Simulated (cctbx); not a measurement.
**Interatomic vectors of Tl2Rh**

Space group Fd-3m (no. 227, origin choice 1), a = 13.0870 Å, b = 13.0870 Å, c = 13.0870 Å, α = 90.00°, β = 90.00°, γ = 90.00°, content Tl64 Rh32.

The data are simulated with cctbx, not measured: Mo Kα, λ = 0.71073 Å, to d = 0.77 Å, 50 % of the full sphere, strongest reflection 40000 counts, noise from counting, a 2 % proportional error and a noise floor of 15 counts (s.d.); no absorption.

Patterson synthesis, origin scaled to 1000:

```text
Patterson group F m -3 m
      u       v       w   height  length (A)
  0.000   0.000   0.000   1000.0     0.00
  0.250   0.250   0.250    333.5     5.67
  0.000   0.189   0.189    256.5     3.49
  0.095   0.095   0.405    151.5     5.58
  0.156   0.156   0.344    135.9     5.35
  0.070   0.120   0.380    121.0     5.30
  0.059   0.059   0.247    113.7     3.41
  0.000   0.250   0.250    112.7     4.63
  0.125   0.125   0.186    108.3     3.35
  0.000   0.000   0.378    104.3     4.94
  0.129   0.250   0.250     44.3     4.93
  0.099   0.099   0.214     43.6     3.35
  0.218   0.218   0.218     40.4     4.95
  0.000   0.000   0.086      5.1     1.13
```

Q: Assign the vectors.

A peak at u stands for all pairs with xi − xj = u, with weight Σ ZiZj against Σ Z² = 484704 at the origin. Peak heights follow these weights only roughly, since form factors, motion and series ripples differ, all vectors within 0.55 Å of a peak are counted as merged into it though the farther ones add only part of their weight, and F(000) is left out, which lowers the whole map:

| u | v | w | shortest length (Å) | height | 1000 ΣZiZj/ΣZ² | pairs in the cell |
| --- | --- | --- | --- | --- | --- | --- |
| 0.250 | 0.250 | 0.250 | 5.67 | 334 | 325 | 24 × Tl–Tl |
| 0.000 | 0.189 | 0.189 | 3.50 | 256 | 250 | 16 × Tl–Tl, 8 × Rh–Rh |
| 0.095 | 0.095 | 0.405 | 5.58 | 152 | 180 | 24 × Tl–Rh |
| 0.156 | 0.156 | 0.344 | 5.35 | 136 | 180 | 24 × Tl–Rh |
| 0.070 | 0.120 | 0.380 | 5.29 | 121 | 229 | 16 × Tl–Rh, 8 × Tl–Tl |
| 0.059 | 0.059 | 0.247 | 3.41 | 114 | 108 | 8 × Tl–Tl |
| 0.000 | 0.250 | 0.250 | 4.63 | 113 | 108 | 8 × Tl–Tl |
| 0.125 | 0.125 | 0.186 | 3.36 | 108 | 108 | 8 × Tl–Tl |
| 0.000 | 0.000 | 0.378 | 4.95 | 104 | 108 | 8 × Tl–Tl |

The table stops at ten peaks or at a height of 45, below which ripples compete. In the model behind the data Tl, the heaviest element, has 2 independent sites: (0.0600, 3/4, 1/4) and (1/8, 1/8, 1/8), up to an allowed shift of origin; the Tl–Tl vectors are differences of these positions and their symmetry mates. The whole model:

```csv
atom,mult.,x,y,z,Ueq (Å²)
Tl1,48,0.0600,3/4,1/4,0.0112
Tl2,16,1/8,1/8,1/8,0.0117
Rh1,32,0.3403,0.3403,0.3403,0.0130
```

The model was made for the exercise: a known structure type with other elements put in, its volume estimated, not relaxed; displacement parameters are assumed.

[Logs are printed without paths, hosts, clocks, repeated set-up lines and the standing remarks that a program may print on its own settings, such as how far it seeks lower states.]
